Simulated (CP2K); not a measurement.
Consider 2-nitrosooxazole at its PBE geometry (Å).

```xyz
9

O     2.9057    0.4423   -0.5031
N     2.1944   -0.5570   -0.3353
C     0.8252   -0.3018   -0.1197
N    -0.0694   -1.2584    0.0379
C    -1.2576   -0.5934    0.2121
C    -1.0334    0.7636    0.1552
O     0.2933    0.9791   -0.0558
H    -2.1953   -1.1166    0.3672
H    -1.6629    1.6422    0.2416
```

Method: CP2K XAS_TDP, all-electron GAPW, PBEh(45%), aug-cc-pVDZ, TDA, GW2X-corrected core level, no relativity.

Where do the O K-edge lines lie, and how strong are they?

Leading lines: O1 530.20 eV and O7 534.13 eV. The leading line of an atom is its first one with 35 % of the strongest within 2.5 eV of its lowest line over the strength cut. Core ionisation energies at this level: O1 539.91 and O7 540.90 eV.

The first six lines of each atom with a strength over 0.0015:

```tsv
atom	energy (eV)	states	strength, one atom	above the computed threshold
O1 (bonded to N)	530.20	1	0.0507	
	539.69	1	0.0122	
	540.05	1	0.0055	yes
	540.52	1	0.0188	yes
	540.77	1	0.0104	yes
	541.64	1	0.0035	yes
O7 (bonded to 2 C)	534.13	1	0.0209	
	537.59	1	0.0095	
	538.53	1	0.0073	
	539.26	1	0.0132	
	539.35	1	0.0017	
	539.47	1	0.0399
```

Lines are vertical, at one geometry, with no vibrational structure. GW2X ionisation energies and lines can be off by 1 to 2 eV either way, and a good line position may hide errors that cancel. These values hold no scalar relativity, about 0.4 eV for O 1s. Rydberg lines, and the discretised continuum above threshold, depend on the basis and the box.

[Banner, clock and machine lines of the logs are left out without a mark of their own.]

[Logs are printed without paths, hosts, clocks, repeated set-up lines and the standing remarks that a program may print on its own settings, such as how far it seeks lower states.]

[Hosts, paths, dates, database ids (printed as entryN), source tags and the programs' standing remarks are cut or masked in the printed files.]
